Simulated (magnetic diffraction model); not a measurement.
**Solving a magnetic structure from powder neutron data: Ho2ZnSb4**

Space group P-4m2 (no. 115), a = 4.3710 Å, c = 9.9940 Å.

| site | atom | x | y | z |
| --- | --- | --- | --- | --- |
| 2g | Ho | 0 | 1/2 | 0.2521 |
| 1d | Sb | 0 | 0 | 1/2 |
| 1c | Sb | 1/2 | 1/2 | 1/2 |
| 2g | Sb | 0 | 1/2 | 0.8576 |
| 1b | Zn | 1/2 | 1/2 | 0 |

The compound is invented for this exercise: a known structure type with other elements, its cell scaled to their sizes and not relaxed.

Only Ho is taken to order (form factors of Ho3+); orders and moment sizes are assumed, and not adapted to the symmetry. Radiation: neutrons of λ = 4.2 Å, 8° to 80°; isotropic B of 0.34 Å² (Ho), 0.4 Å² (Sb) and 0.43 Å² (Zn). The intensities are simulated: I ∝ L Σ (|F_N|² + |F_M⊥|²) for unpolarised neutrons, with F_M = 2.695 fm/μB × Σ f(s) S exp(2πi Q·r) exp(−B s²) at Q = H ± k (one set where k and −k are equivalent), only the part normal to Q counting and L = 1/(sin²θ cos θ). For collinear order S is the moment m, which repeats by lattice and centring translations R with the sign exp(−2πi k·R). Form factors are spin-only for 3d ions and dipole or tabulated for f ions, scattering lengths are Sears's of 1992, and absorption is left out. A label names one of the reflections at its angle. The strongest nuclear line in the range is 100, and lines under 0.2 are left out.

Above the ordering temperature:

```csv
2θ (°),index,I
24.26,(0 0 1),1.9
49.70,(0 0 2),0.8
57.43,(1 0 0),15.8
63.25,(1 0 1),72.6
78.16,(0 0 3),35.0
79.33,(1 0 2),100.0
```

Below it (cell unchanged):

| 2θ (°) | I |
| --- | --- |
| 24.26 | 2433.1 |
| 49.70 | 1.2 |
| 57.43 | 488.0 |
| 63.25 | 72.8 |
| 78.16 | 320.1 |
| 79.33 | 901.0 |

**Question.** Find the propagation vector, then choose among these models:
A. collinear moments along [001], 8.6 μB on Ho; signs + at (0, 1/2, 0.2521), + at (1/2, 0, 0.7479)
B. collinear moments along [100], 8.6 μB on Ho; signs + at (0, 1/2, 0.2521), − at (1/2, 0, 0.7479)
C. collinear moments along [001], 8.6 μB on Ho; signs + at (0, 1/2, 0.2521), − at (1/2, 0, 0.7479)
D. collinear moments along [100], 8.6 μB on Ho; signs + at (0, 1/2, 0.2521), + at (1/2, 0, 0.7479)

No line moves, and magnetic intensity falls on nuclear lines such as the one at 24.26°, so the magnetic cell equals the chemical primitive cell: k = 0.

Magnetic intensity, observed (below minus above) and for each model:

| 2θ (°) | index | observed | A | B | C | D |
| --- | --- | --- | --- | --- | --- | --- |
| 24.26 | (0 0 1) | 2431.2 | <0.2 | 2431.2 | <0.2 | 0.4 |
| 49.70 | (0 0 2) | 0.4 | <0.2 | 0.4 | <0.2 | 612.3 |
| 57.43 | (1 0 0) | 472.2 | <0.2 | 472.2 | 944.4 | <0.2 |
| 63.25 | (1 0 1) | 0.2 | 1341.2 | 0.2 | 0.2 | 927.1 |
| 78.16 | (0 0 3) | 285.2 | <0.2 | 285.2 | <0.2 | 0.5 |
| 79.33 | (1 0 2) | 801.0 | 0.4 | 801.0 | 633.1 | 0.6 |

Model B matches.

The structure used: k = (0 0 0), collinear moments along [100], 8.6 μB on Ho; signs + at (0, 1/2, 0.2521), − at (1/2, 0, 0.7479).

[Logs are printed without paths, hosts, clocks, repeated set-up lines and the standing remarks that a program may print on its own settings, such as how far it seeks lower states.]
